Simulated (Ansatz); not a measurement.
An input for Ansatz 0.2.0 (Germanium (Fd-3m, 2 atoms a cell)):

```yaml
crystal:
  lattice:
    - [0.0, 2.82891, 2.82891]
    - [2.82891, 0.0, 2.82891]
    - [2.82891, 2.82891, 0.0]
  atoms:
    - { symbol: Ge, position: [0.0, 0.0, 0.0] }
    - { symbol: Ge, position: [0.25, 0.25, 0.25] }
kpoints:
  mp_grid: { grid: [4, 4, 4] }
hamiltonian:
  xc: r2scan
  pseudopotentials: { kind: paw, source: ansatz }
scf:
  occupations: { method: fixed }
gw:
  n_empty_bands: 188
  ecut_chi: 150.0
  qp_bands: [v6, c3]
  qp_kpoints: [[0, 0, 0]]
  screening: { model: contour_deformation }
```

```sh
ansatz run input.yaml --threads 3 --pin off --max-ram 92160MiB --backend cuda --events-out ev --progress --plain --runs-dir out --devices 1 --max-vram 13GiB
```

Q: How long will it take on 1 × NVIDIA H100 80GB HBM3 (shared by 6 runs) with 3 threads of AMD EPYC 7R13 (Zen 3), shared host, and how much memory?

It took 23 s; on shared hardware allow 11 s to 45 s. Peak host memory was 1.5 GiB. The sizes that set the cost: 4477 plane waves a state, 8 irreducible k points, 202 bands summed, 169 plane waves in the screening and 7 SCF cycles.

The screening grows as filled bands × empty bands × pairs of k points, times the square of the screening basis for the matrix.

[Paths, hosts, dates, memory and timing lines, banners, echoed tables and standing remarks are left out of the program output.]

[Logs are printed without paths, hosts, clocks, repeated set-up lines and the standing remarks that a program may print on its own settings, such as how far it seeks lower states.]

[Runs of the session that timed out or met a known fault of the program may be left out.]

[Cells called generated may have been cut or substituted from an entry of the Crystallography Open Database or the Materials Project.]

[Hosts, paths, dates, database ids (printed as entryN), source tags and the programs' standing remarks are cut or masked in the printed files.]
